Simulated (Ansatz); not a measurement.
# Lattice dynamics of BaOsO3 (Pm-3m)

The cell of BaOsO3 (Pm-3m) is at rest. What are its phonons? After the zone centre comes a 4×4×4 q mesh on a 12×12×12 k mesh.

Calculated with Ansatz 0.2.0; DFT PBEsol, scalar-relativistic, plane waves, PAW; PAW set soft_1.

## Step 1: Set-up

It takes space group Pm-3m (No. 221, cubic). Conventional cell: a = 3.986 Å, b = 3.986 Å, c = 3.986 Å, α = 90.00°, β = 90.00°, γ = 90.00°. Ba has 12 O at 2.82 Å nearest. Nearest to Os lie 6 O at 1.99 Å. Nearest to O lie 2 Os at 1.99 Å and 4 Ba at 2.82 Å. Farther neighbours and most contacts between anions are not listed.

## Step 2: Zone-centre response

The cell comes from relaxations at this level that are not shown. The zone centre comes first: it holds the modes that light can see, as far as symmetry allows. No field response is asked, since the mesh shows no gap.

Contents of input.yaml:

```yaml
crystal:
  lattice:
    - [3.9859941727, 0.0, 0.0]
    - [0.0, 3.9859941727, 0.0]
    - [0.0, 0.0, 3.9859941727]
  atoms:
    - { symbol: Ba, position: [0.0, 0.0, 0.0] }
    - { symbol: Os, position: [0.5, 0.5, 0.5] }
    - { symbol: O, position: [0.0, 0.5, 0.5] }
    - { symbol: O, position: [0.5, 0.0, 0.5] }
    - { symbol: O, position: [0.5, 0.5, 0.0] }
kpoints:
  mp_grid: { grid: [12, 12, 12] }
hamiltonian:
  xc: pbesol
  pseudopotentials: { kind: paw, azcp: { folder: soft_1 }, xc_functional: pbe }
scf:
  occupations: { method: methfessel_paxton, width: 0.2 }
output:
  eigenvalues: true
phonons:
  method: dfpt
```

Run with:

```sh
$ ansatz run input.yaml --threads 4 --pin off --max-ram 10240MiB --backend cpu --events-out ev --progress --plain --runs-dir out
```

Numbers of over 12 decimals in the logs are rounded to 6 here.

What it wrote:

```text
zone centre: on kpoints.mp_grid the ground state, and the responses unless they are solved on pairs of k-points, stand on 343 of the mesh's 1728 k-points, reduced under 8 symmetry operations, with k and −k counted as one. Each operation leaves every solved displacement unchanged or reverses it
Engine: ansatz 0.2.0, aarch64-unknown-linux-gnu
Pseudopotentials: kind: paw
Pseudopotential: Ba, paw, valence charge 10, recommended cutoff 420 eV (normal), soft_1/Ba.paw.azcp
Pseudopotential: Os, paw, valence charge 16, recommended cutoff 420 eV (normal), soft_1/Os.paw.azcp
Pseudopotential: O, paw, valence charge 6, recommended cutoff 420 eV (normal), soft_1/O.paw.azcp
Functional definition: PBEsol
  exchange = pbesol_x
  correlation = pbesol_c
Crystal: 5 atoms, lattice volume = 63.330 Å³
Basis set: ecut = 420 eV, 1237 PW (Γ), exchange–correlation on 54×54×54 points (8 copies of the dense FFT grid, shifted against one another)
Bands: 27, of which v1, the nominal top of the filled ones, is band 22 counted from 1 (21 counted from 0)
Symmetry: 48 space group operations
k-points: 343 of 1728 (irreducible under 8 space group operations)
Non-local potential: Ba, projectors of the file, l = 0: 3, l = 1: 2, l = 2: 2, l = 3: 2
Non-local potential: Os, projectors of the file, l = 0: 3, l = 1: 2, l = 2: 2, l = 3: 1
Non-local potential: O, projectors of the file, l = 0: 2, l = 1: 2, l = 2: 1
PAW form: soft (Blöchl's): semilocal exchange-correlation on the pseudo side does not see the compensation charge
PAW frozen core: Ba, regenerated for the run's functional, and the local potential with it (the file was generated under x = pbe(κ = 0.804, μ = 0.219515), c = pbe(β = 0.066725))
PAW frozen core: Os, regenerated for the run's functional, and the local potential with it (the file was generated under x = pbe(κ = 0.804, μ = 0.219515), c = pbe(β = 0.066725))
PAW frozen core: O, regenerated for the run's functional, and the local potential with it (the file was generated under x = pbe(κ = 0.804, μ = 0.219515), c = pbe(β = 0.066725))
PAW one-centre angular grid: Ba, 194 points (default); XC on 64 Gauss nodes
PAW one-centre angular grid: Os, 590 points (default); XC on 64 Gauss nodes
PAW one-centre angular grid: O, 110 points (default); XC on 64 Gauss nodes
Initial density: superposition of atomic densities (chi_scale 0.1, normalization cell, long waves kept (reshape's long-wave potential 0.00 eV rms))
Initial wavefunctions: pseudopotential atomic-orbital guess
Functional: x = pbesol(κ = 0.804, μ = 0.123457), c = pbesol(β = 0.046)
SCF iter   1: F=—  HF=-18800.206147 eV  |F-HF|=—  |Δ(HF+E_count)|=         —  Δρ=7.54e-2  dr2=4.68e0  ethr=3.10e-3  ⟨swp⟩=8.3  Hψ=104482  notcnv=0
automatic band count: the SCF goes on with 32 bands, as 27 were too few: they end inside the smearing window of the response
preconditioner: auto → Kerker (q_TF=auto, 2.568 Å⁻¹)  [metal: Δε(μ)=0.027 eV  Ē_g=13.118 eV  σ=0.200 eV  W_gap=0.11  n_scr=18 (ndim 8)  ℏωp=27.2 eV  f_vac=0.000  D(μ)=4.95/eV (n_scr^D=56)]
SCF iter   2: F=—  HF=-18799.427951 eV  |F-HF|=—  |Δ(HF+E_count)|=   7.78e-1  S|Δr|=    0.00e0  Δρ=4.16e-2  dr2=1.88e0  ethr=3.10e-3  ⟨swp⟩=2.8  Hψ=19724  notcnv=0  defer=1134
SCF iter   3: F=—  HF=-18798.884359 eV  |F-HF|=—  |Δ(HF+E_count)|=   5.44e-1  S|Δr|=    0.00e0  Δρ=9.60e-3  dr2=1.72e-1  ethr=3.10e-3  ⟨swp⟩=3.1  Hψ=21009  notcnv=0  defer=1080
SCF iter   4: F=—  HF=-18798.820651 eV  |F-HF|=—  |Δ(HF+E_count)|=   6.37e-2  S|Δr|=    0.00e0  Δρ=3.41e-3  dr2=8.72e-3  ethr=3.90e-4  ⟨swp⟩=2.4  Hψ=20172  notcnv=0  defer=863
SCF iter   5: F=—  HF=-18798.818802 eV  |F-HF|=—  |Δ(HF+E_count)|=   1.85e-3  S|Δr|=    0.00e0  Δρ=6.45e-4  dr2=2.55e-4  ethr=1.98e-5  ⟨swp⟩=2.1  Hψ=14438  notcnv=0  defer=863
SCF iter   6: F=—  HF=-18798.818843 eV  |F-HF|=—  |Δ(HF+E_count)|=   4.12e-5  S|Δr|=    0.00e0  Δρ=1.67e-4  dr2=1.71e-5  ethr=5.80e-7  ⟨swp⟩=2.3  Hψ=15510  notcnv=0  defer=863
SCF iter   7: F=—  HF=-18798.818850 eV  |F-HF|=—  |Δ(HF+E_count)|=   7.54e-6  S|Δr|=    0.00e0  Δρ=4.40e-5  dr2=1.59e-6  ethr=3.89e-8  ⟨swp⟩=2.0  Hψ=16013  notcnv=0  defer=863
SCF iter   8: F=—  HF=-18798.818853 eV  |F-HF|=—  |Δ(HF+E_count)|=   2.51e-6  S|Δr|=    0.00e0  Δρ=9.00e-6  dr2=5.46e-8  ethr=3.61e-9  ⟨swp⟩=2.1  Hψ=15233  notcnv=0  defer=872
SCF iter   9: F=—  HF=-18798.818853 eV  |F-HF|=—  |Δ(HF+E_count)|=   1.16e-8  S|Δr|=    0.00e0  Δρ=1.07e-6  dr2=5.15e-10  ethr=1.24e-10  ⟨swp⟩=2.3  Hψ=15334  notcnv=0  defer=872
SCF iter  10: F=-18798.818853 eV  HF=-18798.818853 eV  |F-HF|=7.28e-12  |Δ(HF+E_count)|=  4.73e-10  S|Δr|=    0.00e0  Δρ=1.67e-7  dr2=8.61e-12  ethr=1.00e-12  ⟨swp⟩=12.1  Hψ=68813  notcnv=0
SCF 1 converged in 10 iterations: F = -18798.818853 eV  dr2 = 8.61e-12
  greatest PAW one-centre occupation: 1.000 electrons in one spin orbital (limit 2), on the Os atom at site 1 (counted from 0), in its partial waves of l = 0
DFPT response loops at Γ: preconditioner auto → Kerker (q_TF=auto, 2.568 Å⁻¹) (partly filled bands, converged f_vac=0.000); β = 1.00, the filter's whole step (`scf.mixing.beta` (0.50) is not read by the response loops under this deck's `scf.mixing.preconditioner`; to damp them name `kerker` or `kerker_dos`, under which they read `scf.mixing.beta`, and type it under 1.00, their step now; both keys bind the ground state too); Broyden in place of MSR1
SCF converged after 10 iterations
Stability not checked: this state was not tested for a lower state beside it, because cold or Methfessel-Paxton smearing, or corrected tetrahedra, fill the levels in a way that the test cannot read (fill_not_monotonic; see scf.lower_state_search)
Free energy (F): -18798.818853 eV
Harris-Foulkes:  -18798.818853 eV  (|F-HF|=7.28e-12)
Internal energy: -18798.805812 eV  (E = F + TS)
E sigma→0 (E₀):  -18798.815593 eV
Entropy (-TS):   -0.013040 eV (-2.608 meV/atom)
Fermi energy:    14.849717 eV
Step filling:    the computed levels leave a gap of 0.0000 eV = 0.0 smearing widths at the electron count; against every level under it full and every level over it empty, smearing changes F+E_penalty+E_count by -6.420 meV and its σ→0 estimate by -3.160 meV
--- Per-component energies (eV) ---
  E_band       = -155.149928
  E_kinetic    = 1159.167868
  E_local      = -2757.488468  (includes V_loc(G=0)·N_el)
  E_nonlocal   = 452.989926
  E_hartree    = 1030.468278
  E_xc         = -641.348843
  E_vxc        = -646.619154  (∫ρ·V_xc dr)
  E_paw        = -14495.721922  (= ΣΔE_a)
  E_vpaw       = -424.139627  (= ΣTr[D̂ρ^β])
  E_aug_tail   = 0.002929  (compensation charges beyond the density's cutoff)
  E_ewald      = -3547.380881
  E_core_change = 0.505299  (= ΣΔE_core)
  E_smearing   = -0.013040  (= −TS)
  E_closure    = -0.000000  (closes the sum)
  Σ components = -18798.818853   (vs F -18798.818853, Δ=0.00e0)
--- Band table (eV; the first three rows and the last of 343) ---
  k-point 0: bands = [... 18 lower, 11.6406, 11.6406, 11.8298, 11.8298, 11.8298, 15.2750, 15.2750, 17.3083, ... 6 higher]
  k-point 1: bands = [... 18 lower, 11.4688, 11.4688, 11.8372, 12.2834, 12.2834, 15.2756, 15.6377, 17.4374, ... 6 higher]
  k-point 2: bands = [... 18 lower, 11.3269, 11.3269, 11.8576, 12.9611, 12.9611, 15.2773, 16.3626, 17.7917, ... 6 higher]
  k-point 342: bands = [... 18 lower, 11.9682, 11.9682, 15.8987, 15.8987, 15.8987, 18.8429, 18.8429, 18.8429, ... 6 higher]
--- Phonons (Γ-DFPT): 4 representative perturbations + reference, on 343 of 1728 k-points (Σ response iterations 12) ---
  k mesh reduced under 8 symmetry operations, with k and −k counted as one. Each operation leaves every solved displacement unchanged or reverses it
  ASR residual: 8.972e-5 → 0.000e0 eV/Å²; symmetrization residual: 1.181e-5 eV/Å²
  ASR residual per site (eV/Å²): 5.31e-5 7.26e-5 8.97e-5 8.97e-5 8.97e-5
  Γ frequencies (cm⁻¹): 0.00 0.00 0.00 122.79 122.79 122.79 237.24 237.24 237.24 255.52 255.52 255.52 580.81 580.81 580.81
  non-analytic LO–TO correction: not included (Born effective charges unavailable; polar crystals: no LO–TO splitting at Γ)
```

Wall time 1.8 min (4 threads of Arm Neoverse V1, shared host); peak memory 2.2 GiB; 6.7 min of CPU time.

This step gave:

```
volume per atom                                         : 12.67 Å³
gap on the k-mesh                                       : 0 eV
sum-rule residual before enforcement                    : 8.97e-5 eV/Å²
point group                                             : m-3m
highest optical mode at the zone centre (no LO-TO term) : 580.8 cm⁻¹
lowest optical zone-centre mode                         : 122.8 cm⁻¹
```

Patterns of degenerate modes are one choice out of their space. The modes at Γ (shares of kinetic energy by element, %):

```tsv
mode	frequency (cm⁻¹)	symmetry	Ba %	Os %	O %
1	0.0	acoustic	37	51	13
2	0.0	acoustic	37	51	13
3	0.0	acoustic	37	51	13
4	122.8	T1u	63	33	4
5	122.8	T1u	63	33	4
6	122.8	T1u	63	33	4
7	237.2	T2u	0	0	100
8	237.2	T2u	0	0	100
9	237.2	T2u	0	0	100
10	255.5	T1u	1	11	89
11	255.5	T1u	1	11	89
12	255.5	T1u	1	11	89
13	580.8	T1u	0	6	94
14	580.8	T1u	0	6	94
15	580.8	T1u	0	6	94
```

Displacements in mode 5 (122.8 cm⁻¹), the largest set to 1:
```
Ba1 -0.12  1.00  0.80
Os2  0.07 -0.62 -0.50
O3   0.07 -0.32 -0.25
O4   0.04 -0.59 -0.25
O5   0.04 -0.32 -0.48
```

Displacements in mode 12 (255.5 cm⁻¹), the largest set to 1:
```
Ba1  0.00 -0.04  0.00
Os2  0.00 -0.14 -0.01
O3   0.00  1.00  0.05
O4   0.03  0.06  0.05
O5   0.03  1.00  0.00
```

Before it was imposed, the acoustic sum rule was missed by 9.0e-5 eV/Å². Small misses are needed for a sound result but don't prove that mesh and cutoff are converged. The lowest optical mode is real, 123 cm⁻¹.

(Continued in part 2 of 2.)

[Logs are printed without paths, hosts, clocks, repeated set-up lines and the standing remarks that a program may print on its own settings, such as how far it seeks lower states.]

[Hosts, paths, dates, database ids (printed as entryN), source tags and the programs' standing remarks are cut or masked in the printed files.]
